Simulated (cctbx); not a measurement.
## DyHf2B2 across an absorption edge

Space group Fddd (no. 70, origin choice 1), a = 6.2890 Å, b = 9.9160 Å, c = 11.0950 Å, α = 90.00°, β = 90.00°, γ = 90.00°.

| atom | mult. | x | y | z | Ueq (Å²) |
| --- | --- | --- | --- | --- | --- |
| Hf1 | 16 | 3/4 | 3/4 | 0.1152 | 0.0109 |
| Dy1 | 8 | 3/4 | 1/4 | 1/4 | 0.0092 |
| B1 | 16 | 3/4 | 0.9222 | 1/4 | 0.0301 |

This is a model crystal, built by substitution and not relaxed, with assumed displacement parameters.

Calculated with cctbx: free-atom f′ and f″ from the Sasaki tables, no fine structure; amplitudes in electrons.

| E (eV) | F 3 1 1 | F 3 1 3 | F 0 0 4 | F 0 4 4 |
| --- | --- | --- | --- | --- |
| 7190 | 146.0 | 650.8 | 435.1 | 429.6 |
| 7540 | 153.7 | 636.9 | 444.2 | 438.5 |
| 7670 | 161.2 | 626.8 | 454.3 | 448.3 |
| 7730 | 168.5 | 618.5 | 464.3 | 458.1 |
| 7760 | 176.2 | 610.2 | 475.2 | 468.7 |
| 7775 | 183.9 | 602.3 | 486.3 | 479.4 |
| 7782 | 190.9 | 595.3 | 496.2 | 489.1 |
| 7786 | 198.2 | 587.9 | 506.8 | 499.4 |
| 7794 | 202.0 | 589.6 | 509.4 | 501.9 |
| 7798 | 192.6 | 598.6 | 495.8 | 488.8 |
| 7805 | 184.6 | 606.3 | 484.2 | 477.4 |
| 7820 | 175.9 | 614.4 | 471.5 | 465.1 |
| 7850 | 167.2 | 622.2 | 458.7 | 452.7 |
| 7940 | 155.6 | 631.3 | 441.4 | 435.9 |
| 8190 | 143.8 | 636.2 | 422.8 | 417.8 |

**Question.** Which edge is crossed, and why do the reflections move as they do?

The L3 edge of Dy. The edge is at 7790 eV. f′ of Dy falls from -11.9 e at 7670 eV to -19.0 e at 4 eV below it, and f″ steps from 3.68 to 10.57 e across it. Over that approach |F| changes by +23 % (3 1 1), -6 % (3 1 3), +12 % (0 0 4) and +11 % (0 4 4): a reflection falls where Dy scatters in phase with the total and rises where it scatters against it; it hardly moves where the Dy term is small or cancels by symmetry. Above the edge the larger f″ enters the imaginary part, where it can add to or cancel the other atoms' f″. The structure is centrosymmetric, so Friedel mates stay equal.
